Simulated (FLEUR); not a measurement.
## Magnetic state of Nickel from several starts

Does Nickel prefer parallel or opposed moments?

Method: LDA (VWN); all-electron FLAPW, Dirac cores, scalar-relativistic bands, in FLEUR MaX-R8.1.

### Step 1. The structure

Symmetry: Fm-3m, No. 225, cubic system. Conventional cell: a = 3.524 Å, b = 3.524 Å, c = 3.524 Å, α = 90.00°, β = 90.00°, γ = 90.00°. Nearest to Ni lie 12 Ni at 2.49 Å.

### Step 2. Run 1 (ferro +)

The parallel start comes first: it shows whether parallel moments hold.

inpgen writes inp.xml from crystal.txt; cutoffs, mixing, functional, smearing and local orbitals are then set in the file. The k list default-1 (kpts.xml, not shown) is a Γ-centred 14×14×14 mesh; where the ranks do not divide the number of points, some are split in two of half the weight.

Contents of inp.xml:

```
<?xml version="1.0" encoding="UTF-8" standalone="no"?>
<fleurInput fleurInputVersion="0.39">
   <comment>
      Ni
   </comment>
   <calculationSetup>
      <cutoffs Kmax="3.6" Gmax="10.8" GmaxXC="10.8" numbands="0"/>
      <scfLoop itmax="90" minDistance="0.00002" maxIterBroyd="15" imix="Anderson" alpha="0.05" precondParam="0.0" spinf="2.0" sdNocoIR="T"/>
      <coreElectrons ctail="T" frcor="F" kcrel="0" coretail_lmax="0"/>
      <xcFunctional name="vwn" relativisticCorrections="F"/>
      <magnetism jspins="2"/>
      <soc l_soc="F" theta="0.0" phi="0.0" spav="F"/>
      <expertModes spex="0" secvar="F"/>
      <geometryOptimization l_f="F" forcealpha="1.0" forcemix="BFGS" epsdisp="0.00001" epsforce="0.00001"/>
      <ldaU l_linMix="F" mixParam="0.05" spinf="1.0"/>
   </calculationSetup>
   <cell>
      <bzIntegration valenceElectrons="18.0" mode="hist" fermiSmearingEnergy="0.00293995">
         <kPointListSelection listName="default-1"/>
         <xi:include xmlns:xi="http://www.w3.org/2001/XInclude" href="kpts.xml"> </xi:include>
      </bzIntegration>
      <xi:include xmlns:xi="http://www.w3.org/2001/XInclude" href="sym.xml"> </xi:include>
      <bulkLattice scale="1.0">
         <bravaisMatrix>
            <row-1>    0.0000000000000000     3.3295745993471009     3.3295745993471009</row-1>
            <row-2>    3.3295745993471009     0.0000000000000000     3.3295745993471009</row-2>
            <row-3>    3.3295745993471009     3.3295745993471009     0.0000000000000000</row-3>
         </bravaisMatrix>
      </bulkLattice>
   </cell>
   <atomSpecies>
      <species name="Nickel (Ni1.000" element="Ni" atomicNumber="28">
         <mtSphere radius="2.3" gridPoints="761" logIncrement="0.016"/>
         <atomicCutoffs lmax="8" lnonsphr="6"/>
         <electronConfig flipSpins="F">
            <coreConfig>(1s1/2) (2s1/2) (2p1/2) (2p3/2)</coreConfig>
            <valenceConfig>(3s1/2) (3p1/2) (3p3/2) (4s1/2) (3d3/2) (3d5/2)</valenceConfig>
            <stateOccupation state="(3d3/2)" spinUp="1.6" spinDown="1.6"/>
            <stateOccupation state="(3d5/2)" spinUp="2.9" spinDown="1.9"/>
         </electronConfig>
         <energyParameters s="4" p="4" d="3" f="4"/>
         <lo type="SCLO" l="0" n="3" eDeriv="0"/>
         <lo type="SCLO" l="1" n="3" eDeriv="0"/>
      </species>
   </atomSpecies>
   <atomGroups>
      <atomGroup species="Nickel (Ni1.000">
         <relPos label="                   1">.0000000000 .0000000000 .0000000000</relPos>
         <force calculate="T" relaxXYZ="TTT"/>
      </atomGroup>
   </atomGroups>
   <output dos="F" band="F" slice="F">
      <bandDOS minEnergy="-.5*Htr" maxEnergy="0.5*Htr" sigma="0.015" storeEVData="T"/>
      <plotting iplot="0" polar="F">
         <plot TwoD="T" vec1="  1.0  0.0  0.0" vec2="  0.0  1.0  0.0" vec3="  0.0  0.0  1.0" zero="  0.0  0.0  0.0" file="plot"/>
      </plotting>
      <moessbauerParams electricFieldGradient="F" isomerShift="F" coreHyperfine="F" valenceHyperfine="F"/>
   </output>
</fleurInput>
```

Contents of crystal.txt:

```
Ni
&input film=F cartesian=F /
0.00000000000  1.76193500000  1.76193500000
1.76193500000  0.00000000000  1.76193500000
1.76193500000  1.76193500000  0.00000000000
1.8897261246
1.0 1.0 1.0

1
28 0.00000000000  0.00000000000  0.00000000000 : 1.000

&kpt div1=14 div2=14 div3=14 gamma=T /
```

On the command line:

```console
> OMP_NUM_THREADS=1 inpgen -f crystal.txt > inpgen.log  # inp.xml is then edited as shown
> OMP_NUM_THREADS=1 mpirun -n 4 fleur_MPI > fleur.log
```

Output:

```text
Welcome to FLEUR        (www.flapw.de)
      MaX-Release 8.1          (www.max-centre.eu)

 ========== k-point set info ==========
 Selected k-point list: default-1
 k-point list type: mesh
 14 x 14 x 14
 Number of k points: 104

 ------------Calculation Setup---------------------------
 Number of MPI-tasks      :            4
 Number of PE/node        :            4
 Number of OMP-threads    :            1
 k-points in parallel     :            4
 pe's per k-point         :            1
 No of k-point loops      :           26
 Eigenvalue solver        :       lapack
 Number of basis functions:           70
 Approximate size of matrices (H+S) per k-point:         0.000 GB
 --------------------------------------------------------
 Iteration:     1   Distance:       9.13986846 me/bohr^3
 Iteration:     2   Distance:       8.77324308 me/bohr^3
 Iteration:     3   Distance:       3.37484052 me/bohr^3
 Iteration:     4   Distance:       2.34241997 me/bohr^3
 Iteration:     5   Distance:       2.76972589 me/bohr^3
 Iteration:     6   Distance:       1.59161100 me/bohr^3
 Iteration:     7   Distance:       1.57116191 me/bohr^3
 Iteration:     8   Distance:       0.54788422 me/bohr^3
 Iteration:     9   Distance:       0.56036078 me/bohr^3
 Iteration:    10   Distance:       0.02413259 me/bohr^3
 Iteration:    11   Distance:       0.01069855 me/bohr^3
 Iteration:    12   Distance:       0.00493317 me/bohr^3
 Iteration:    13   Distance:       0.00022203 me/bohr^3
 Iteration:    14   Distance:       0.00007307 me/bohr^3
 Iteration:    15   Distance:       0.00002085 me/bohr^3
 Iteration:    16   Distance:       0.00002002 me/bohr^3
 Iteration:    17   Distance:       0.00001639 me/bohr^3

 ********************************************************************
 Run finished successfully
 Stop message:
   all done
 ********************************************************************

--- out.xml (last complete iteration) ---
<iteration numberForCurrentRun="   17" overallNumber="   17">
         <energyParameters units="Htr">
            <atomicEP atomType="1" spin="1" branch="4s" branchLowest="-3.47" branchHighest="1.61" value="0.1679249933"/>
            <atomicEP atomType="1" spin="1" branch="4p" branchLowest="-2.02" branchHighest="2.20" value="0.3128347165"/>
            <atomicEP atomType="1" spin="1" branch="3d" branchLowest="-9.99" branchHighest="0.32" value="0.2260708155"/>
            <atomicEP atomType="1" spin="1" branch="4f" branchLowest="-9.99" branchHighest="3.58" value="0.6359735803"/>
            <loAtomicEP atomType="1" spin="1" branch="3s" branchLowest="-35.41" branchHighest="-3.47" value="-3.4735506440"/>
            <loAtomicEP atomType="1" spin="1" branch="3p" branchLowest="-30.42" branchHighest="-2.02" value="-2.0340277308"/>
            <atomicEP atomType="1" spin="2" branch="4s" branchLowest="-3.44" branchHighest="1.62" value="0.1666046279"/>
            <atomicEP atomType="1" spin="2" branch="4p" branchLowest="-2.00" branchHighest="2.22" value="0.3102886964"/>
            <atomicEP atomType="1" spin="2" branch="3d" branchLowest="-9.99" branchHighest="0.35" value="0.2453605678"/>
            <atomicEP atomType="1" spin="2" branch="4f" branchLowest="-9.99" branchHighest="3.59" value="0.6325896370"/>
            <loAtomicEP atomType="1" spin="2" branch="3s" branchLowest="-35.39" branchHighest="-3.44" value="-3.4469373756"/>
            <loAtomicEP atomType="1" spin="2" branch="3p" branchLowest="-30.41" branchHighest="-2.00" value="-2.0083100877"/>
         </energyParameters>
         <bandgap value="0.0134929692" units="eV"/>
         <sumValenceSingleParticleEnergies value="-16.8599475968" units="Htr"/>
         <FermiEnergy value="0.3012906542" units="Htr"/>
         <valenceDensity>
            <mtCharges spin="1">
               <mtCharge atomType="1" total="8.8752432" s="1.2227134" p="3.1991799" d="4.4341465" f="0.0143728"/>
            </mtCharges>
            <mtCharges spin="2">
               <mtCharge atomType="1" total="8.2832539" s="1.2272603" p="3.2158085" d="3.8205287" f="0.0149555"/>
            </mtCharges>
            <spinDependentCharge spin="1" total="9.2852341" interstitial="0.4099909" mtSpheres="8.8752432"/>
            <spinDependentCharge spin="2" total="8.7147659" interstitial="0.4315121" mtSpheres="8.2832539"/>
            <totalCharge value="18.0000000000"/>
         </valenceDensity>
         <coreStates atomType="     1" atomicNumber=" 28" spin="1" kinEnergy="    675.2965957434" eigValSum="   -427.1762098573" lostElectrons=" 0.000000">
            <state n="1" l="0" j="0.5" energy="-300.5021459558" weight="1.0000000000"/>
            <state n="2" l="0" j="0.5" energy="-35.4063945207" weight="1.0000000000"/>
            <state n="2" l="1" j="0.5" energy="-30.8498298994" weight="1.0000000000"/>
            <state n="2" l="1" j="1.5" energy="-30.2089197407" weight="2.0000000000"/>
         </coreStates>
         <coreStates atomType="     1" atomicNumber=" 28" spin="2" kinEnergy="    675.4233377839" eigValSum="   -427.1277686237" lostElectrons=" 0.000000">
            <state n="1" l="0" j="0.5" energy="-300.5020469524" weight="1.0000000000"/>
            <state n="2" l="0" j="0.5" energy="-35.3917696817" weight="1.0000000000"/>
            <state n="2" l="1" j="0.5" energy="-30.8388095332" weight="1.0000000000"/>
            <state n="2" l="1" j="1.5" energy="-30.1975712282" weight="2.0000000000"/>
         </coreStates>
         <allElectronCharges>
            <spinDependentCharge spin="1" total="14.2852341" interstitial="0.4099909" mtSpheres="13.8752432"/>
            <spinDependentCharge spin="2" total="13.7147659" interstitial="0.4315121" mtSpheres="13.2832539"/>
            <totalCharge value="28.0000000002"/>
         </allElectronCharges>
         <magneticMomentsInMTSpheres units="muBohr">
            <globalMagMoment atomType="1" vec="0.00000   0.00000   0.59199"/>
            <localMagMoment atomType="1" vec="0.00000   0.00000   0.59199"/>
         </magneticMomentsInMTSpheres>
         <moessbauerParams unitsHFF="kG" unitsIS="e/bohr^3" unitsEFG="Htr/bohr^2">
         </moessbauerParams>
         <totalEnergy value="    -1518.4055647071" units="Htr">
            <sumOfEigenvalues value="     -871.1639260778">
               <coreElectrons value="-854.3039784810"/>
               <valenceElectrons value="-16.8599475968"/>
            </sumOfEigenvalues>
            <densityCoulombPotentialIntegral value="-2332.0817376062"/>
            <densityEffectivePotentialIntegral value="-2412.9908904568"/>
            <chargeDenXCDenIntegral value="-61.1148180019"/>
            <FockExchangeEnergyValence value="0.0000000000"/>
            <FockExchangeEnergyCore value="0.0000000000"/>
            <atomTypeDependentContributions atomType="1">
               <electronNucleiInteractionDifferentMTs value="1823.5165252034"/>
               <MadelungTerm value="-9.5603170777"/>
            </atomTypeDependentContributions>
            <tkbTimesEntropy value="0.0014216074"/>
            <freeEnergy value="-1518.4069863145"/>
            <extrapolationTo0K value="-1518.4062755108"/>
         </totalEnergy>
         <densityConvergence units="me/bohr^3">
            <chargeDensity spin="1" distance="0.0000089645"/>
            <chargeDensity spin="2" distance="0.0000077648"/>
            <overallChargeDensity distance="0.0000035664"/>
            <spinDensity distance="0.0000163888"/>
         </densityConvergence>
      </iteration>
```

Run time: 4.1 s. Hardware: 4 MPI ranks of Arm Neoverse V2, shared host; peak memory 0.15 GiB.

This step gave:

* free energy: -41317.9590 eV
* program's band gap on this mesh (in a metal only a level spacing): 0.01349 eV
* magnetization: 0.5705 μB
* final state: ferromagnetic
* largest moment: 0.5920 μB

After 17 cycles the largest moment stands at 0.592 μB.

### Step 3. Order 2, typed as antiferro q=(0,1/2,1/2) +-

Another pattern of signs weighs the neighbour shells otherwise.

This order needs a doubled cell of 2 atoms. The mesh is halved along the doubled vector, so that both cells sample the same points. The k list default-1 (kpts.xml, not shown) is a Γ-centred 14×7×14 mesh.

inp.xml: that of step 2 with these lines changed.

```diff
@@ -17,3 +17,3 @@
    <cell>
-      <bzIntegration valenceElectrons="18.0" mode="hist" fermiSmearingEnergy="0.00293995">
+      <bzIntegration valenceElectrons="36.0" mode="hist" fermiSmearingEnergy="0.00293995">
          <kPointListSelection listName="default-1"/>
@@ -25,4 +25,4 @@
             <row-1>    0.0000000000000000     3.3295745993471009     3.3295745993471009</row-1>
-            <row-2>    3.3295745993471009     0.0000000000000000     3.3295745993471009</row-2>
-            <row-3>    3.3295745993471009     3.3295745993471009     0.0000000000000000</row-3>
+            <row-2>    6.6591491986942017     0.0000000000000000     6.6591491986942017</row-2>
+            <row-3>    6.6591491986942017     3.3295745993471009     3.3295745993471009</row-3>
          </bravaisMatrix>
@@ -44,2 +44,15 @@
       </species>
+      <species name="Nickel (Ni-1.000" element="Ni" atomicNumber="28">
+         <mtSphere radius="2.3" gridPoints="761" logIncrement="0.016"/>
+         <atomicCutoffs lmax="8" lnonsphr="6"/>
+         <electronConfig flipSpins="F">
+            <coreConfig>(1s1/2) (2s1/2) (2p1/2) (2p3/2)</coreConfig>
+            <valenceConfig>(3s1/2) (3p1/2) (3p3/2) (4s1/2) (3d3/2) (3d5/2)</valenceConfig>
+            <stateOccupation state="(3d3/2)" spinUp="1.6" spinDown="1.6"/>
+            <stateOccupation state="(3d5/2)" spinUp="1.9" spinDown="2.9"/>
+         </electronConfig>
+         <energyParameters s="4" p="4" d="3" f="4"/>
+         <lo type="SCLO" l="0" n="3" eDeriv="0"/>
+         <lo type="SCLO" l="1" n="3" eDeriv="0"/>
+      </species>
    </atomSpecies>
@@ -48,2 +61,6 @@
          <relPos label="                   1">.0000000000 .0000000000 .0000000000</relPos>
+         <force calculate="T" relaxXYZ="TTT"/>
+      </atomGroup>
+      <atomGroup species="Nickel (Ni-1.000">
+         <relPos label="                   2">.0000000000 1.000/2.000 .0000000000</relPos>
          <force calculate="T" relaxXYZ="TTT"/>
```

Contents of crystal.txt:

```
Ni
&input film=F cartesian=F /
0.00000000000  1.76193500000  1.76193500000
3.52387000000  0.00000000000  3.52387000000
3.52387000000  1.76193500000  1.76193500000
1.8897261246
1.0 1.0 1.0

2
28 0.00000000000  0.00000000000  0.00000000000 : 1.000
28 0.00000000000  0.50000000000  0.00000000000 : -1.000

&kpt div1=14 div2=7 div3=14 gamma=T /
```

Output:

```text
[banner, memory and clock lines left out]
Welcome to FLEUR        (www.flapw.de)
      MaX-Release 8.1          (www.max-centre.eu)

 ========== k-point set info ==========
 Selected k-point list: default-1
 k-point list type: mesh
 14 x 7 x 14
 Number of k points: 372

 ------------Calculation Setup---------------------------
 Number of PE/node        :            4
 Number of OMP-threads    :            1
 k-points in parallel     :            4
 pe's per k-point         :            1
 No of k-point loops      :           93
 Eigenvalue solver        :       lapack
 Number of basis functions:          140
 Approximate size of matrices (H+S) per k-point:         0.000 GB
 Iteration:     1   Distance:      19.94550141 me/bohr^3
 Iteration:     2   Distance:      19.34460292 me/bohr^3
 Iteration:     3   Distance:       7.66003101 me/bohr^3
 Iteration:     4   Distance:       5.16085620 me/bohr^3
 Iteration:     5   Distance:       5.32353942 me/bohr^3
 Iteration:     6   Distance:       2.53474084 me/bohr^3
 Iteration:     7   Distance:       2.42959979 me/bohr^3
 Iteration:     8   Distance:       1.51468455 me/bohr^3
 Iteration:     9   Distance:       1.53261246 me/bohr^3
 Iteration:    10   Distance:       0.78211341 me/bohr^3
 Iteration:    11   Distance:       0.72523422 me/bohr^3
 Iteration:    12   Distance:       0.45065255 me/bohr^3
 Iteration:    13   Distance:       0.25155029 me/bohr^3
 Iteration:    14   Distance:       0.26797221 me/bohr^3
 Iteration:    15   Distance:       0.02425665 me/bohr^3
 Iteration:    16   Distance:       0.02402369 me/bohr^3
 Iteration:    17   Distance:       0.02133822 me/bohr^3
 Iteration:    18   Distance:       0.01899348 me/bohr^3
 Iteration:    19   Distance:       0.01558397 me/bohr^3
 Iteration:    20   Distance:       0.00457486 me/bohr^3
 Iteration:    21   Distance:       0.00154305 me/bohr^3
 Iteration:    22   Distance:       0.00156509 me/bohr^3
 Iteration:    23   Distance:       0.00170024 me/bohr^3
 Iteration:    24   Distance:       0.00025457 me/bohr^3
 Iteration:    25   Distance:       0.00026002 me/bohr^3
 Iteration:    26   Distance:       0.00005311 me/bohr^3
 Iteration:    27   Distance:       0.00001727 me/bohr^3

 ********************************************************************
 Run finished successfully
 Stop message:
   all done
 ********************************************************************

--- out.xml (last complete iteration) ---
<iteration numberForCurrentRun="   27" overallNumber="   27">
         [... left out ...]
         <bandgap value="0.0000000087" units="eV"/>
         <sumValenceSingleParticleEnergies value="-33.7044938298" units="Htr"/>
         <FermiEnergy value="0.2955457983" units="Htr"/>
         <valenceDensity>
            <mtCharges spin="1">
               <mtCharge atomType="1" total="8.5799556" s="1.2243050" p="3.2062968" d="4.1298436" f="0.0147383"/>
               <mtCharge atomType="2" total="8.5799555" s="1.2243049" p="3.2062968" d="4.1298435" f="0.0147383"/>
            </mtCharges>
            <mtCharges spin="2">
               <mtCharge atomType="1" total="8.5799550" s="1.2243049" p="3.2062968" d="4.1298429" f="0.0147383"/>
               <mtCharge atomType="2" total="8.5799551" s="1.2243050" p="3.2062968" d="4.1298430" f="0.0147383"/>
            </mtCharges>
            <spinDependentCharge spin="1" total="18.0000006" interstitial="0.8400894" mtSpheres="17.1599112"/>
            <spinDependentCharge spin="2" total="17.9999994" interstitial="0.8400894" mtSpheres="17.1599100"/>
            <totalCharge value="36.0000000000"/>
         </valenceDensity>
         [... left out ...]
         <magneticMomentsInMTSpheres units="muBohr">
            <globalMagMoment atomType="1" vec="0.00000   0.00000   0.00000"/>
            <localMagMoment atomType="1" vec="0.00000   0.00000   0.00000"/>
            <globalMagMoment atomType="2" vec="0.00000   0.00000   0.00000"/>
            <localMagMoment atomType="2" vec="0.00000   0.00000   0.00000"/>
         </magneticMomentsInMTSpheres>
         [... left out ...]
         <totalEnergy value="    -3036.8070102426" units="Htr">
            <sumOfEigenvalues value="    -1742.3113887432">
               <coreElectrons value="-1708.6068949134"/>
               <valenceElectrons value="-33.7044938298"/>
            </sumOfEigenvalues>
            <densityCoulombPotentialIntegral value="-4664.1413406884"/>
            <densityEffectivePotentialIntegral value="-4825.9501347691"/>
            <chargeDenXCDenIntegral value="-122.2226982583"/>
            <FockExchangeEnergyValence value="0.0000000000"/>
            <FockExchangeEnergyCore value="0.0000000000"/>
         [... left out ...]
            <tkbTimesEntropy value="0.0047297749"/>
            <freeEnergy value="-3036.8117400175"/>
            <extrapolationTo0K value="-3036.8093751300"/>
         </totalEnergy>
         <densityConvergence units="me/bohr^3">
            <chargeDensity spin="1" distance="0.0000119251"/>
            <chargeDensity spin="2" distance="0.0000081142"/>
            <overallChargeDensity distance="0.0000108632"/>
            <spinDensity distance="0.0000172653"/>
         </densityConvergence>
      </iteration>
```

It took 59 s on 4 MPI ranks; peak memory 0.25 GiB.

This step gave:

```yaml
free_energy: -82635.8572 eV
program_s_band_gap_on_this_mesh_in_a_metal_only_a_level_spacing: 8.70e-9 eV
final_state: non-magnetic
```

It lies 30.4 meV a seeded atom over the first start.

(Continued in part 2 of 2.)

[Logs and program files are shortened in this print: banners, set-up blocks, solver, clock and traceback lines can be left out without a mark of their own.]

[Logs are printed without paths, hosts, clocks, repeated set-up lines and the standing remarks that a program may print on its own settings, such as how far it seeks lower states.]

[Hosts, paths, dates, database ids (printed as entryN), source tags and the programs' standing remarks are cut or masked in the printed files.]

[Where a cell is said to come from a database of computed structures, the database is the Materials Project.]
